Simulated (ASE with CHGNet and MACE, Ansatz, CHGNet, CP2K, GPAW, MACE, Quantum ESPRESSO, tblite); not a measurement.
# Running random start for glassy BaB8O13 (110 atoms) with machine-learned potentials

Wanted: machine-learned potentials inputs and outputs for random start for glassy BaB8O13 (110 atoms), checked against a plane-wave reference.

Program: ASE with CHGNet and MACE. Level of theory: the method is named at each step. Results are calculated unless marked as measured.

**1. The structure**

The cell holds 110 atoms: 40 B, 5 Ba and 65 O. Its edges and angles: a = 10.820 Å, b = 10.820 Å, c = 10.820 Å, α = 90.0°, β = 90.0°, γ = 90.0°. 110 atoms (40 B, 5 Ba, 65 O) packed at random in a cube at 2.83 g/cm³ and pushed apart as soft spheres, cations and anions kept from their own kind; a start for melting by ab initio MD, not an equilibrated structure. The starting density is a measured one. Then every atom was moved at random, 0.02 Å r.m.s. a Cartesian component.

The yardstick, on the same geometry:

| Property | Result |
| --- | --- |
| method | Kohn-Sham DFT, PBE, PAW, plane waves (Ansatz 0.2.0); cutoff 420 eV, Γ point, fermi-dirac smearing of 0.05 eV; PAW set soft_2 |
| r.m.s. force component | 2.502 eV/Å |
| longest force | 8.794 eV/Å |
| pressure | -20.29 GPa |
| SCF cycles | 15 |
| time | 26 s on 4 threads of Arm Neoverse V2, shared host |
| CPU time | 98 s |

**2. CHGNet r2SCAN potential**

Method: machine-learned interatomic potential CHGNet r2SCAN, trained on r2SCAN plane-wave data.

run.py reads:

```python
import numpy as np
from ase.io import read
import mlip  # loads the published weights by name

atoms = read("structure.xyz")
atoms.calc = mlip.calc("chgnet-r2scan")
energy = atoms.get_potential_energy()
forces = atoms.get_forces()
print(f"energy {energy:.6f} eV")
print("forces (eV/A)")
for i, (a, f) in enumerate(zip(atoms, forces)):
    print(f"{i:4d} {a.symbol:2s} {f[0]:10.5f} {f[1]:10.5f} {f[2]:10.5f}")
stress = -atoms.get_stress(voigt=False) * 160.21766
print("stress (GPa, compression positive)")
for row in stress:
    print(" ".join(f"{x:10.4f}" for x in row))
```

structure.xyz reads:

```xyz
110
Lattice="10.82020 0.00000 0.00000 0.00000 10.82020 0.00000 0.00000 0.00000 10.82020" Properties=species:S:1:pos:R:3 pbc="T T T"
B 3.09111 2.34593 0.23469
B 4.24541 0.29279 6.71307
B 4.13018 6.52826 6.85146
B 3.33987 7.37905 4.64554
B 8.50901 0.18405 9.49375
B 4.76814 4.66848 0.51612
B 0.94406 0.78890 2.01797
B 4.59209 9.57425 1.18503
B 5.42774 8.42850 9.39269
B 9.42537 1.34928 7.88836
B 0.07845 3.03247 5.75115
B 7.10022 6.71253 3.68287
B 9.80808 1.88131 3.93487
B 0.72679 6.56992 4.54719
B 4.48908 0.93119 1.60431
B 6.61385 5.90610 6.77236
B 10.22671 10.14210 2.01429
B 9.42851 8.49786 9.06430
B 5.44613 6.82949 0.85988
B 4.96809 2.74173 3.36530
B 1.19098 5.04654 1.08213
B 6.32819 2.37947 9.09395
B 1.54231 9.70788 2.80903
B 9.81490 9.16622 4.12780
B 6.80526 1.91117 6.67855
B 0.86691 8.33588 10.74944
B 1.02511 0.76098 5.83988
B 4.09555 1.03344 9.05369
B 9.05543 6.11504 6.18007
B 6.83653 4.06234 1.74465
B 7.36477 0.08245 4.95598
B 9.28687 7.46908 0.87654
B 2.47285 9.12013 7.78795
B 3.26435 6.32419 0.37135
B 4.19207 3.90404 8.83177
B 4.39592 5.46431 4.06060
B 9.48261 5.50456 1.89537
B 2.91961 4.06785 6.06905
B 9.54677 6.99255 3.64111
B 1.71987 6.67022 7.78849
Ba 7.43423 8.25592 7.10703
Ba 0.24529 3.10864 10.60315
Ba 6.15301 9.05056 3.76229
Ba 7.39755 1.69369 2.47144
Ba 9.80862 4.71295 8.46205
O 7.92298 2.97209 7.22638
O 9.18267 3.80189 1.55259
O 1.16620 7.36650 3.29215
O 9.41714 8.32712 5.26403
O 5.94830 6.53454 8.36142
O 3.38737 10.47579 2.45164
O 6.44451 8.32788 1.18882
O 6.19424 0.98302 5.00932
O 1.13374 5.07435 3.24000
O 2.90695 5.64111 4.68774
O 1.07315 1.72972 3.15755
[... 50 atom lines left out ...]
O 8.33978 10.76859 3.85459
O 5.67379 4.42633 2.58213
O 3.51678 7.45241 9.03140
O 0.60961 7.61839 7.84562
```

Launch:

```bash
$ OMP_NUM_THREADS=1 python run.py > output.txt
```

The log of the run:

```text
CHGNet vr2scan initialized with 412,525 parameters
CHGNet will run on cpu
energy -827.512146 eV
forces (eV/A)
   0 B     2.65708   -1.50933    0.87095
   1 B    -0.39267   -0.49948    0.73178
   2 B     0.86485   -0.52502   -0.22579
   3 B     0.18086    2.53735    1.09455
   4 B     0.26765   -2.69205    5.17070
   5 B     1.08278    1.91638   -2.72211
   6 B    -0.54720    3.21959   -0.99980
   7 B     0.54016   -0.13068    0.21716
   8 B     2.54003    1.57620    0.52375
   9 B     0.76519   -1.08092    2.36124
  10 B     3.95047   -2.53451    0.02353
  11 B     4.27730   -2.96587    3.12553
  12 B     1.41289    1.90123    0.61739
  13 B    -2.53335    0.09120   -4.75847
  14 B    -1.18201   -3.44888    3.12917
  15 B     0.56064   -2.83921    5.16848
  16 B    -0.91901   -4.80805   -1.15750
  17 B    -1.80795    0.55384    1.79456
  18 B     4.20168   -0.14385    0.94325
  19 B    -3.77638   -0.41234    0.86506
  20 B     6.75973   -0.05715    2.83879
  21 B     0.72853    6.08892    1.58912
  22 B    -0.17569    2.91188    1.12895
  23 B    -1.35382   -2.46705    4.39586
[...]
102 O    -1.01892   -0.92267    1.47592
 103 O    -1.15398   -1.67639    1.99980
 104 O    -3.00892   -1.76470   -3.56245
 105 O     0.17417   -3.27081    2.14113
 106 O    -2.21504   -2.25417    5.56382
 107 O     2.65190   -4.98025   -2.76876
 108 O     1.25364    1.66083   -0.56363
 109 O     5.63233   -5.29669    0.20726
stress (GPa, compression positive)
  -24.2727    -2.9842     6.1130
   -2.9842   -24.0329    -2.5051
    6.1130    -2.5051   -19.1874
```

It took 5.4 s on 1 thread of Arm Neoverse V2, shared host; peak memory 1.8 GiB.

Banners, paths, timers and routine set-up lines are dropped from the logs unmarked, and long logs keep their key lines alone; longer cuts are marked.

Against the reference:

```yaml
r_m_s_force_component: 2.824 eV/Å
r_m_s_difference_of_force_components: 705.9 meV/Å
longest_difference_of_force_vectors: 2651 meV/Å
force_difference_over_r_m_s_force: 28.22 %
slope_of_forces_against_the_reference_s: 1.097
correlation_of_force_components: 0.9721
pressure: -22.5 GPa
pressure_difference: -2.212 GPa
```

Length of the force difference by element (eV/Å):

```csv
element,atoms,mean,most
B,40,1.2,2.5
Ba,5,0.59,0.86
O,65,1.0,2.7
```

A closer look about O68, which bears the longest force: 9 atoms, nearest first, numbered in the order of the input, with positions taken from that point.

```csv
atom,x,y,z,distance (Å),Fx,Fy,Fz (eV/Å)
O68,0.00,0.00,0.00,0.00,-6.42,-2.04,-4.98
B10,-1.32,-0.26,-0.97,1.66,0.77,-1.08,2.36
Ba42,0.32,1.49,1.75,2.32,-2.72,-1.53,-0.33
O90,1.10,1.48,-1.41,2.32,-2.01,1.38,-2.92
O98,1.31,-0.42,2.33,2.71,-0.78,-0.87,5.68
B5,-2.24,-1.43,0.64,2.73,0.27,-2.69,5.17
O92,1.20,-2.73,0.20,2.99,2.32,-2.26,-1.92
O76,-0.81,-2.62,-1.32,3.04,-1.65,-1.63,3.15
Ba45,-0.94,3.10,-0.39,3.26,2.61,-1.34,-0.16
```

Atoms are counted from 1 here, from 0 in the log.

Forces lie 28 % from the reference's, at 0.047 times its CPU time (on 1 against 4 cores).

**3. MACE MPA-0 medium potential**

Method: machine-learned interatomic potential MACE MPA-0 medium, trained on PBE(+U) plane-wave data.

Changes to run.py since step 2:

```diff
@@ -5,3 +5,3 @@
 atoms = read("structure.xyz")
-atoms.calc = mlip.calc("chgnet-r2scan")
+atoms.calc = mlip.calc("mace-mpa-0-medium")
 energy = atoms.get_potential_energy()
```

structure.xyz is that of step 2.

The log of the run:

```text
energy -574.481378 eV
forces (eV/A)
   0 B     1.50308   -1.82370    1.50862
   1 B    -0.93421   -1.87471   -0.38917
   2 B     0.97505    0.34711    0.70700
   3 B     0.60609    1.91479    0.31129
   4 B     0.79294   -1.48216    4.79515
   5 B     0.25009    1.08214   -1.70366
   6 B    -0.72344    3.02518   -1.04564
   7 B    -0.09332   -0.82656   -0.25367
   8 B     2.03498    1.41048    0.25076
   9 B     0.91724   -1.26145    1.37109
  10 B     3.03424   -1.81520    0.19708
  11 B     2.53645   -2.31231    1.36753
  12 B     1.62544    1.56864    0.68566
  13 B    -1.21756   -0.60375   -4.37379
  14 B    -1.69204   -2.44430    2.22242
  15 B    -1.59421   -3.67235    4.25454
  16 B    -0.41846   -2.45981   -0.13157
  17 B    -0.92962    0.68985    1.83269
  18 B     3.70006    0.08217    1.66969
  19 B    -3.84139    0.14151    1.35105
  20 B     6.30633   -0.04392    3.29204
  21 B     1.20126    4.94774    2.20535
  22 B     0.03878    2.39498    0.89762
  23 B    -0.23184   -0.87197    2.59480
[...]
102 O    -1.07557   -1.46664    1.79464
 103 O    -0.81645   -1.14304    1.69496
 104 O    -1.21005   -2.42143   -0.93255
 105 O     0.37405   -2.96019    2.51246
 106 O    -1.69259   -2.13144    4.63085
 107 O     1.04334   -4.22442   -1.27862
 108 O     0.11519    0.74538   -0.84275
 109 O     5.26742   -5.35339   -0.20482
stress (GPa, compression positive)
  -19.9699    -2.1662     5.5615
   -2.1662   -18.6775    -1.4241
    5.5615    -1.4241   -15.4178
```

Elapsed: 10 s, on 1 thread; peak memory 1.3 GiB.

Numbers from this run, and their distance from the reference:

```yaml
r_m_s_force_component: 2.453 eV/Å
r_m_s_difference_of_force_components: 386.9 meV/Å
longest_difference_of_force_vectors: 1454 meV/Å
force_difference_over_r_m_s_force: 15.46 %
slope_of_forces_against_the_reference_s: 0.9686
correlation_of_force_components: 0.988
pressure: -18.02 GPa
pressure_difference: 2.264 GPa
```

Against the first run (28 %), the force difference from the reference is 15 %, at 1.9 times the CPU time.

**4. CHGNet 0.3.0 potential**

Method: machine-learned interatomic potential CHGNet 0.3.0, trained on PBE(+U) plane-wave data.

Changes to run.py since step 3:

```diff
@@ -5,3 +5,3 @@
 atoms = read("structure.xyz")
-atoms.calc = mlip.calc("mace-mpa-0-medium")
+atoms.calc = mlip.calc("chgnet-0.3.0")
 energy = atoms.get_potential_energy()
```

structure.xyz is that of step 3.

The log of the run:

```text
CHGNet v0.3.0 initialized with 412,525 parameters
CHGNet will run on cpu
energy -631.384766 eV
forces (eV/A)
   0 B     2.33103   -1.50852    0.83267
   1 B    -0.21842   -0.32641    0.37094
   2 B     0.75760   -0.44503   -0.16067
   3 B     0.18983    1.95531    0.67655
   4 B     0.24404   -2.28187    4.91344
   5 B     0.57189    1.33717   -2.28448
   6 B    -0.27315    3.38753   -0.71682
   7 B     0.62875   -0.55210   -0.19329
   8 B     2.27278    1.26737    0.55649
   9 B     0.50309   -1.11868    1.83357
  10 B     2.93138   -1.82734   -0.12389
  11 B     3.67948   -2.91770    2.57007
  12 B     1.44002    1.98902    0.40133
  13 B    -1.81356   -0.08991   -4.32978
  14 B    -1.32819   -2.73851    2.36309
  15 B    -0.07296   -3.10544    4.35550
  16 B    -0.69053   -3.43738   -1.07902
  17 B    -1.12550    0.32292    1.41616
  18 B     3.98868    0.36506    1.28326
  19 B    -3.59331   -0.09335    1.14290
  20 B     5.71382   -0.21202    3.35805
  21 B     1.09390    5.28896    1.53524
  22 B     0.53012    2.65624    0.61997
  23 B    -0.93632   -1.69533    4.20940
[...]
102 O    -0.93231   -0.92869    1.39826
 103 O    -0.81788   -1.55804    1.79541
 104 O    -2.07793   -1.81247   -3.29500
 105 O    -0.02593   -3.01553    1.74462
 106 O    -1.59407   -2.37263    4.83178
 107 O     1.84810   -3.85158   -1.91724
 108 O     0.84312    1.12962   -0.53127
 109 O     4.43063   -4.36327    0.11026
stress (GPa, compression positive)
  -19.2501    -2.4545     5.6245
   -2.4545   -18.9120    -2.0860
    5.6245    -2.0860   -15.6631
```

It took 4.2 s on 1 thread; peak memory 1.8 GiB.

Against the reference:

| Item | Value |
| --- | --- |
| r.m.s. force component | 2.485 eV/Å |
| r.m.s. difference of force components | 536.2 meV/Å |
| longest difference of force vectors | 2364 meV/Å |
| force difference over r.m.s. force | 21.43 % |
| slope of forces against the reference's | 0.9701 |
| correlation of force components | 0.9769 |
| pressure | -17.94 GPa |
| pressure difference | 2.344 GPa |

Against the first run (28 %), the force difference from the reference is 21 %, at 0.91 times the CPU time.

**5. Side by side**

Differences are against the plane-wave reference, forces as r.m.s. over components; share is that over the reference's r.m.s. force, slope the least-squares factor from reference forces to these. Total energies of different programs have different zeros and aren't compared.

```csv
run,"Δ force, r.m.s. (meV/Å)",share (%),slope,Δ pressure (GPa),cores,CPU time,memory (GiB)
reference,-,-,-,-,4,98 s,1.7
CHGNet r2SCAN potential,706,28.2,1.097,-2.21,1,4.6 s,1.8
MACE MPA-0 medium potential,387,15.5,0.969,2.26,1,8.8 s,1.3
CHGNet 0.3.0 potential,536,21.4,0.970,2.34,1,4.2 s,1.8
```

Times of the machine-learned potentials are mostly Python's start and the loading of weights.

CPU time is summed over cores on a shared host, where runs went side by side, so it is rough. Symmetry, cutoffs, thresholds, outputs and thread counts weren't matched or tuned between programs; memory under MPI is the largest rank's times the ranks.

A second geometry, displaced anew (every atom was moved at random, 0.06 Å r.m.s. a Cartesian component), gives an energy difference that all programs can be tested on. The reference puts it at -11.60 meV/atom.

```csv
run,energy less the first geometry's (meV/atom),error (meV/atom),force share at the second geometry (%)
CHGNet r2SCAN potential,-20.02,-8.42,29.5
MACE MPA-0 medium potential,-8.292,3.31,16.2
CHGNet 0.3.0 potential,-16.19,-4.59,22.6
```

**6. Results**

| Property | Result |
| --- | --- |
| nearest in forces | MACE MPA-0 medium potential, 15 % |
| its CPU time | 8.8 s |

What this shows: Machine-learned potentials differ by 15 % (MACE MPA-0 medium potential) to 28 % (CHGNet r2SCAN potential); they were trained on other programs' data, some at another functional. The energy difference between the two geometries, -11.6 meV/atom in the reference, is met best by MACE MPA-0 medium potential (+3.31) and worst by CHGNet r2SCAN potential (-8.42). Machine-learned potentials mimic data converged in k, so the reference's own k-point error enters their differences. The reference's stress is far from hydrostatic: its diagonal is -22.1, -21.9, -16.9 GPa, compression counted positive. The reference's pressure of -20 GPa belongs to a cell and atoms that aren't relaxed at this level. The electronic-structure runs sample only Γ, in a cell whose shortest periodic width is 11 Å, which is coarse for a cell with partly filled levels. Spin–orbit coupling is left out, which matters for the levels of the heavy elements.

[Also dropped from logs without a mark: logging warnings of Python, and SIESTA's first energy breakdown and zero terms.]

[Logs are printed without paths, hosts, clocks, repeated set-up lines and the standing remarks that a program may print on its own settings, such as how far it seeks lower states.]

[Hosts, paths, dates, database ids (printed as entryN), source tags and the programs' standing remarks are cut or masked in the printed files.]
